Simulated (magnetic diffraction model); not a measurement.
## Which magnetic order? Li3NbNi4S8

Space group C2/m (no. 12), a = 12.5502 Å, b = 7.4420 Å, c = 7.3660 Å, β = 124.57°.

| site | atom | x | y | z |
| --- | --- | --- | --- | --- |
| 2b | Nb | 0 | 1/2 | 0 |
| 4e | Ni | 3/4 | 3/4 | 0 |
| 2a | Ni | 0 | 0 | 0 |
| 2d | Ni | 0 | 1/2 | 1/2 |
| 8j | S | 0.9921 | 0.2607 | 3/4 |
| 4i | S | 0.2474 | 1/2 | 0.7600 |
| 4i | S | 0.7623 | 1/2 | 0.7711 |
| 4f | Li | 3/4 | 3/4 | 1/2 |
| 2c | Li | 0 | 0 | 1/2 |

The compound is invented for this exercise: a known structure type with other elements, its cell scaled to their sizes and not relaxed.

Only Ni is taken to order (form factors of Ni2+); orders and moment sizes are assumed, and not adapted to the symmetry. Radiation: neutrons of λ = 2.567 Å, 3° to 55°; isotropic B of 0.46 Å² (Nb), 0.4 Å² (Ni), 0.53 Å² (S) and 0.88 Å² (Li). The intensities are simulated: I ∝ L Σ (|F_N|² + |F_M⊥|²) for unpolarised neutrons, with F_M = 2.695 fm/μB × Σ f(s) S exp(2πi Q·r) exp(−B s²) at Q = H ± k (one set where k and −k are equivalent), only the part normal to Q counting and L = 1/(sin²θ cos θ). For collinear order S is the moment m, which repeats by lattice and centring translations R with the sign exp(−2πi k·R). Form factors are spin-only for 3d ions and dipole or tabulated for f ions, scattering lengths are Sears's of 1992, and absorption is left out. A label names one of the reflections at its angle. The strongest nuclear line in the range is 100, and lines under 0.2 are left out.

Above the ordering temperature:

```
2θ (°)     index      I
 24.43   (0 0 1)  100.0
 24.54   (1 1 0)   17.5
 25.00  (2 0 -1)   17.5
 28.39  (1 1 -1)   29.9
 28.77   (2 0 0)    4.9
 40.36   (0 2 0)    2.7
 40.50   (1 1 1)   15.3
 40.80  (2 0 -2)    2.5
 41.22  (3 1 -1)   14.8
 47.74   (0 2 1)   10.0
 47.88  (1 1 -2)    3.4
 48.06  (2 2 -1)   48.4
 48.11   (2 0 1)    8.1
 48.48   (3 1 0)    3.1
 48.51  (3 1 -2)    3.8
 49.05  (4 0 -1)   28.8
 50.08   (0 0 2)    9.1
 50.31   (2 2 0)   18.0
 51.29  (4 0 -2)    8.8
```

Below it (cell unchanged):

```
2θ (°)      I
 24.43  102.1
 24.54   17.5
 25.00   19.7
 28.39   34.7
 28.77   23.5
 40.36   11.2
 40.50   18.5
 40.80    2.5
 41.22   17.9
 47.74   12.3
 47.88    3.4
 48.06   50.7
 48.11    9.2
 48.48    3.1
 48.51    3.8
 49.05   29.9
 50.08    9.1
 50.31   18.0
 51.29    8.8
```

**Question.** Find the propagation vector, then choose among these models:
A. collinear moments along [101], 1.74 μB on Ni; signs + at (3/4, 3/4, 0), + at (0, 0, 0), + at (1/4, 3/4, 0), − at (0, 1/2, 1/2)
B. collinear moments along [001], 1.74 μB on Ni; signs + at (3/4, 3/4, 0), − at (0, 0, 0), + at (1/4, 3/4, 0), − at (0, 1/2, 1/2)
C. collinear moments along [001], 1.74 μB on Ni; signs + at (3/4, 3/4, 0), + at (0, 0, 0), + at (1/4, 3/4, 0), − at (0, 1/2, 1/2)
D. collinear moments along [101], 1.74 μB on Ni; signs + at (3/4, 3/4, 0), − at (0, 0, 0), + at (1/4, 3/4, 0), − at (0, 1/2, 1/2)

No line moves, and magnetic intensity falls on nuclear lines such as the one at 28.77°, so the magnetic cell equals the chemical primitive cell: k = 0.

Magnetic intensity, observed (below minus above) and for each model:

| 2θ (°) | index | observed | A | B | C | D |
| --- | --- | --- | --- | --- | --- | --- |
| 24.43 | (0 0 1) | 2.1 | 17.4 | 2.1 | 8.5 | 4.3 |
| 24.54 | (1 1 0) | <0.2 | 8.6 | <0.2 | 13.1 | <0.2 |
| 25.00 | (2 0 -1) | 2.2 | <0.2 | 2.2 | <0.2 | 4.2 |
| 28.39 | (1 1 -1) | 4.7 | <0.2 | 4.7 | <0.2 | 9.6 |
| 28.77 | (2 0 0) | 18.6 | <0.2 | 18.6 | 4.6 | <0.2 |
| 40.36 | (0 2 0) | 8.6 | 2.1 | 8.6 | 2.1 | 8.6 |
| 40.80 | (2 0 -2) | <0.2 | 2.1 | <0.2 | <0.2 | 8.4 |
| 48.06 | (2 2 -1) | 2.3 | 10.2 | 2.3 | 9.2 | 2.5 |

Model B matches.

The structure used: k = (0 0 0), collinear moments along [001], 1.74 μB on Ni; signs + at (3/4, 3/4, 0), − at (0, 0, 0), + at (1/4, 3/4, 0), − at (0, 1/2, 1/2).

[Logs are printed without paths, hosts, clocks, repeated set-up lines and the standing remarks that a program may print on its own settings, such as how far it seeks lower states.]
